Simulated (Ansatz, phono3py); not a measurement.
# NaCl (Fm-3m): lattice thermal conductivity, part 3 of 3

How well does the lattice of NaCl conduct heat?

Experimental results on record:
- thermal conductivity 7.1 W/m/K near room temperature (given in “Combining the AFLOW GIBBS and Elastic Libraries to efficiently and robustly screen thermo-mechanical properties of solids”, 2017, arXiv:1611.05714)
- thermal conductivity 7.1 W/m/K near room temperature (given in “Predicting the lattice thermal conductivity of solids by solving the Boltzmann transport equation: AFLOW - AAPL an automated, accurate and efficient framework”, 2017, arXiv:1611.05481)

Ansatz 0.2.0; DFT PBEsol, scalar-relativistic, plane waves, PAW; PAW set soft_1.

So far. Step 2 (Probe on a coarse mesh): The start is under -0.24 GPa at this level and looks like an insulator or semiconductor on this mesh. Step 4 (Relaxing to small residual forces and stress): The residual pressure is 0.0018 GPa, small enough for phonons. The relaxed cell has a = 5.602 Å (conventional setting).

The database entry behind the starting cell differs from later determinations by our own check (an axis about 0.4 % short against later determinations), so it need not match the best structure at ambient conditions.

### Step 5. Anharmonic force constants and conductivity (continued)

RTA, 300 K. Kappa by branch, by row:

| branch (by rank) | mean frequency (THz) | mean rms speed (km/s) | median lifetime (ps) | share of kappa |
| --- | --- | --- | --- | --- |
| 1 | 2.67 | 1.65 | 5.27 | 0.323 |
| 2 | 3.07 | 2.03 | 3.64 | 0.294 |
| 3 | 3.95 | 1.78 | 3.56 | 0.268 |
| 4 | 4.75 | 1.15 | 2.79 | 0.053 |
| 5 | 5.13 | 0.74 | 2.79 | 0.025 |
| 6 | 6.03 | 1.58 | 0.856 | 0.037 |

Table of spectral kappa at 300 K by frequency; read off at these points; values in W/m/K/THz:

| frequency (THz) | relaxation time (W/m/K/THz) | full solution (W/m/K/THz) |
| --- | --- | --- |
| 0.10 | 0 | 0 |
| 0.30 | 0 | 0 |
| 0.50 | 1.23 | 1.22 |
| 0.70 | 1.36 | 1.34 |
| 0.90 | 1.16 | 1.15 |
| 1.10 | 0.611 | 0.664 |
| 1.30 | 0.894 | 0.960 |
| 1.50 | 1.14 | 1.35 |
| 1.70 | 0.787 | 0.962 |
| 1.90 | 1.11 | 1.40 |
| 2.10 | 1.29 | 1.62 |
| 2.30 | 1.24 | 1.56 |
| 2.50 | 1.90 | 2.26 |
| 2.70 | 2.56 | 2.98 |
| 2.90 | 2.48 | 2.82 |
| 3.10 | 3.03 | 3.39 |
| 3.30 | 2.42 | 2.75 |
| 3.50 | 2.85 | 3.2 |
| 3.70 | 1.66 | 1.93 |
| 3.90 | 2.33 | 2.83 |
| 4.10 | 1.50 | 1.90 |
| 4.30 | 1.18 | 1.43 |
| 4.50 | 0.827 | 1.13 |
| 4.70 | 0.857 | 1.35 |
| 4.90 | 0.793 | 1.35 |
| 5.10 | 0.504 | 0.924 |
| 5.30 | 0.262 | 0.400 |
| 5.50 | 0.256 | 0.194 |
| 5.70 | 0.263 | 0.181 |
| 5.90 | 0.225 | 0.174 |
| 6.10 | 0.173 | 0.154 |
| 6.30 | 0.140 | 0.153 |
| 6.50 | 0.0901 | 0.124 |
| 6.70 | 0.0541 | 0.0887 |
| 6.90 | 0.0384 | 0.0664 |
| 7.10 | 0.0198 | 0.0339 |
| 7.30 | 0.00726 | 0.00758 |
| 7.50 | 0.0016 | -0.00465 |
| 7.70 | 0 | -6.6e-5 |

Relaxation-time solution. Share of κ carried by shorter paths against mean free path:

| mean free path (nm) | 100 K | 300 K | 800 K |
| --- | --- | --- | --- |
| 0.316 | 0 | 0 | 0.002 |
| 0.464 | 0 | 0 | 0.008 |
| 0.681 | 0 | 0.001 | 0.021 |
| 1 | 0 | 0.004 | 0.044 |
| 1.47 | 0 | 0.012 | 0.117 |
| 2.15 | 0.001 | 0.029 | 0.208 |
| 3.16 | 0.003 | 0.066 | 0.316 |
| 4.64 | 0.01 | 0.15 | 0.474 |
| 6.81 | 0.022 | 0.249 | 0.641 |
| 10 | 0.052 | 0.371 | 0.813 |
| 14.7 | 0.104 | 0.554 | 0.874 |
| 21.5 | 0.189 | 0.713 | 0.895 |
| 31.6 | 0.314 | 0.857 | 0.917 |
| 46.4 | 0.51 | 0.879 | 0.921 |
| 68.1 | 0.659 | 0.895 | 0.937 |
| 100 | 0.777 | 0.912 | 0.954 |
| 147 | 0.838 | 0.927 | 0.971 |
| 215 | 0.858 | 0.947 | 1 |
| 316 | 0.888 | 0.97 | 1 |
| 464 | 0.894 | 0.97 | 1 |
| 681 | 0.914 | 1 | 1 |
| 1000 | 0.94 | 1 | 1 |
| 1470 | 0.962 | 1 | 1 |
| 2150 | 1 | 1 | 1 |

300 K; a sample spread over frequency. Mode lifetimes, by row, the first 40 of 90 rows:

| q1 | q2 | q3 | branch | frequency (THz) | rms speed (km/s) | three-phonon rate (1/ps) | isotope rate (1/ps) | lifetime (ps) | mean free path (nm) |
| --- | --- | --- | --- | --- | --- | --- | --- | --- | --- |
| 0 | 0.0526 | 0.0526 | 1 | 0.434 | 2.28 | 0.00427 | 9.26e-7 | 234 | 535 |
| 0.0526 | 0.1053 | 0.1579 | 1 | 0.968 | 2.26 | 0.0172 | 4.34e-5 | 58 | 131 |
| 0 | 0 | 0.1579 | 2 | 1.381 | 2.91 | 0.526 | 2.06e-4 | 1.9 | 5.53 |
| 0.0526 | 0.1579 | 0.2632 | 1 | 1.629 | 2.11 | 0.102 | 4.10e-4 | 9.76 | 20.6 |
| 0 | 0.1579 | -0.1579 | 1 | 1.843 | 2.22 | 0.0591 | 7.07e-4 | 16.7 | 37.2 |
| 0 | 0.0526 | 0.2632 | 1 | 1.99 | 2.43 | 0.633 | 0.00111 | 1.58 | 3.83 |
| 0.0526 | 0.2105 | -0.1579 | 1 | 2.133 | 2.12 | 0.0679 | 0.00145 | 14.4 | 30.5 |
| 0.0526 | 0.1579 | -0.2105 | 1 | 2.224 | 2.18 | 0.198 | 0.00189 | 4.99 | 10.9 |
| 0 | 0.3684 | 0.4211 | 1 | 2.352 | 0.7 | 0.0943 | 0.00251 | 10.3 | 7.26 |
| 0 | 0.2105 | -0.2105 | 1 | 2.414 | 2.07 | 0.0653 | 0.00313 | 14.6 | 30.2 |
| 0 | 0.4737 | -0.4737 | 1 | 2.46 | 0.36 | 0.0936 | 0.00371 | 10.3 | 3.74 |
| 0 | 0.2105 | 0.4211 | 1 | 2.532 | 1.63 | 0.258 | 0.00454 | 3.81 | 6.22 |
| 0.1053 | 0.2105 | 0.3684 | 2 | 2.613 | 2.83 | 0.524 | 0.00534 | 1.89 | 5.34 |
| 0 | 0.1579 | 0.4211 | 1 | 2.67 | 1.82 | 0.309 | 0.00557 | 3.18 | 5.78 |
| 0 | 0 | 0.2105 | 3 | 2.739 | 3.91 | 0.0815 | 0.0062 | 11.4 | 44.6 |
| 0 | 0.2105 | 0.4737 | 1 | 2.792 | 1.61 | 0.281 | 0.00645 | 3.48 | 5.62 |
| 0 | 0.2632 | 0.4211 | 2 | 2.849 | 2.88 | 0.182 | 0.00644 | 5.32 | 15.3 |
| 0 | 0 | 0.3684 | 1 | 2.936 | 2.26 | 0.425 | 0.00891 | 2.3 | 5.21 |
| 0.1579 | 0.3684 | -0.4211 | 1 | 2.987 | 1.62 | 0.0867 | 0.00734 | 10.6 | 17.2 |
| 0 | 0.2105 | -0.4737 | 1 | 3.038 | 1.54 | 0.298 | 0.00937 | 3.25 | 5 |
| 0 | 0.2632 | -0.4211 | 1 | 3.1 | 1.41 | 0.277 | 0.0102 | 3.48 | 4.92 |
| 0.0526 | 0.3158 | -0.3684 | 1 | 3.154 | 1.43 | 0.268 | 0.011 | 3.58 | 5.12 |
| 0 | 0.0526 | 0.2632 | 3 | 3.225 | 3.63 | 0.136 | 0.0133 | 6.68 | 24.2 |
| 0 | 0.1579 | -0.1579 | 3 | 3.275 | 3.33 | 0.196 | 0.0174 | 4.68 | 15.6 |
| 0 | 0.1053 | -0.4211 | 1 | 3.317 | 1.66 | 0.33 | 0.0168 | 2.88 | 4.77 |
| 0 | 0.1053 | -0.2105 | 3 | 3.357 | 3.37 | 0.163 | 0.0119 | 5.72 | 19.3 |
| 0 | 0 | 0.4737 | 1 | 3.42 | 0.85 | 0.341 | 0.0162 | 2.8 | 2.38 |
| 0.0526 | 0.2105 | 0.4737 | 2 | 3.464 | 2.61 | 0.3 | 0.0199 | 3.12 | 8.15 |
| 0.0526 | 0.2632 | -0.2632 | 2 | 3.51 | 0.67 | 0.331 | 0.0375 | 2.71 | 1.81 |
| 0.0526 | 0.3684 | -0.3158 | 2 | 3.542 | 1.29 | 0.0513 | 0.0172 | 14.6 | 18.8 |
| 0.0526 | 0.3158 | -0.3684 | 2 | 3.597 | 1.42 | 0.116 | 0.0138 | 7.68 | 10.9 |
| 0 | 0.2632 | -0.4211 | 2 | 3.676 | 1.52 | 0.177 | 0.0098 | 5.35 | 8.12 |
| 0.0526 | 0.2105 | -0.1579 | 3 | 3.756 | 2.91 | 0.232 | 0.00711 | 4.19 | 12.2 |
| 0.1053 | 0.3158 | -0.4211 | 3 | 3.833 | 0.51 | 0.292 | 0.00269 | 3.39 | 1.72 |
| 0.1053 | 0.2105 | 0.3684 | 3 | 3.928 | 2.76 | 0.275 | 0.0156 | 3.44 | 9.5 |
| 0.0526 | 0.2632 | -0.4737 | 3 | 3.981 | 1.64 | 0.253 | 0.0148 | 3.74 | 6.13 |
| 0.1579 | 0.3684 | -0.2632 | 3 | 4.042 | 1.78 | 0.321 | 0.0202 | 2.93 | 5.21 |
| 0.0526 | 0.3158 | -0.4737 | 3 | 4.08 | 1.62 | 0.185 | 0.0199 | 4.87 | 7.89 |
| 0.0526 | 0.2105 | 0.4737 | 3 | 4.105 | 1.35 | 0.281 | 0.0217 | 3.3 | 4.44 |
| 0 | 0.1053 | 0.3684 | 3 | 4.125 | 1.62 | 0.241 | 0.0273 | 3.73 | 6.03 |

Without the LO-TO term. Gamma linewidths, by row:

| branch | frequency (cm⁻¹) | three-phonon rate (1/ps) | isotope rate (1/ps) | FWHM (cm⁻¹) |
| --- | --- | --- | --- | --- |
| 4 | 166.3 | 0.404 | 0.0198 | 2.25 |
| 5 | 166.3 | 0.404 | 0.0198 | 2.25 |
| 6 | 166.3 | 0.404 | 0.0198 | 2.25 |

W/m/K, third of the trace; RTA populations with a boundary rate v/L added to each mode (Matthiessen's rule). Kappa by grain size, by row:

| T (K) | bulk | 10 nm | 30 nm | 100 nm | 300 nm | 1000 nm | 10000 nm | 100000 nm |
| --- | --- | --- | --- | --- | --- | --- | --- | --- |
| 100 | 20.98 | 4.281 | 8.212 | 13.07 | 16.51 | 18.83 | 20.64 | 20.95 |
| 300 | 7.448 | 3.259 | 4.851 | 6.135 | 6.809 | 7.193 | 7.417 | 7.445 |
| 600 | 3.81 | 2.199 | 2.907 | 3.386 | 3.619 | 3.74 | 3.802 | 3.809 |

W/m/K, third of the trace; RTA populations with the isotope rates scaled. Kappa by mass disorder, by row:

| T (K) | no isotopes | as typed | variance x 3 | variance x 10 | variance x 30 |
| --- | --- | --- | --- | --- | --- |
| 100 | 24.19 | 20.98 | 17.55 | 12.72 | 8.664 |
| 300 | 7.832 | 7.448 | 6.861 | 5.642 | 4.182 |
| 600 | 3.909 | 3.81 | 3.638 | 3.208 | 2.56 |

At 300 K the relaxation-time value is 7.56 W/(m K).

### Step 6. Outcome

```yaml
highest_frequency: 254.9 cm⁻¹
debye_temperature_from_the_second_moment: 276 K
kappa_at_300_k_relaxation_time: 7.559 W/m/K
kappa_at_300_k_full_solution: 8.923 W/m/K
mean_free_path_at_half_of_kappa: 13.1 nm
share_of_kappa_above_the_three_lowest_branches: 0.115
```

The lattice of NaCl conducts 8.92 W/(m K) at 300 K by PBEsol (mean over directions, full solution). The full solution lies +18 % from the relaxation-time value at 300 K, a sign that momentum-conserving scattering matters. Above 300 K the relaxation-time κ falls as T^-0.92, near the 1/T law of three-phonon scattering. Grains of 100 nm would keep 82 % of the bulk value at 300 K, and grains of 1 µm 97 %. Removing the natural isotope disorder raises κ at 300 K by 5 %. A measured thermal conductivity near room temperature is 7.1 W/m/K (arXiv:1611.05714); the calculated 8.92 W/m/K differs by +26 %. Four-phonon, defect and boundary scattering, which are left out, would lower the calculated value; thermal expansion is left out too. The sum rules changed one orbit of cubic constants by up to 16 %; by the manual a large change points to a short cutoff or, on a small and distant orbit, to noisy forces. The conductivities include the coherence part between close branches; the shares for grains, isotopes, branches and paths are of the relaxation-time populations alone. Cubic couplings among atoms farther apart than the pair cutoff are dropped, and neither the cutoff nor the q-mesh was shown to be converged here. The PAW files were made for PBE and are used here under another functional, for which the program regenerates the frozen cores.

[Logs are printed without paths, hosts, clocks, repeated set-up lines and the standing remarks that a program may print on its own settings, such as how far it seeks lower states.]

[Hosts, paths, dates, database ids (printed as entryN), source tags and the programs' standing remarks are cut or masked in the printed files.]

[A step with changed settings may run another functional than the one named; its input shows which.]
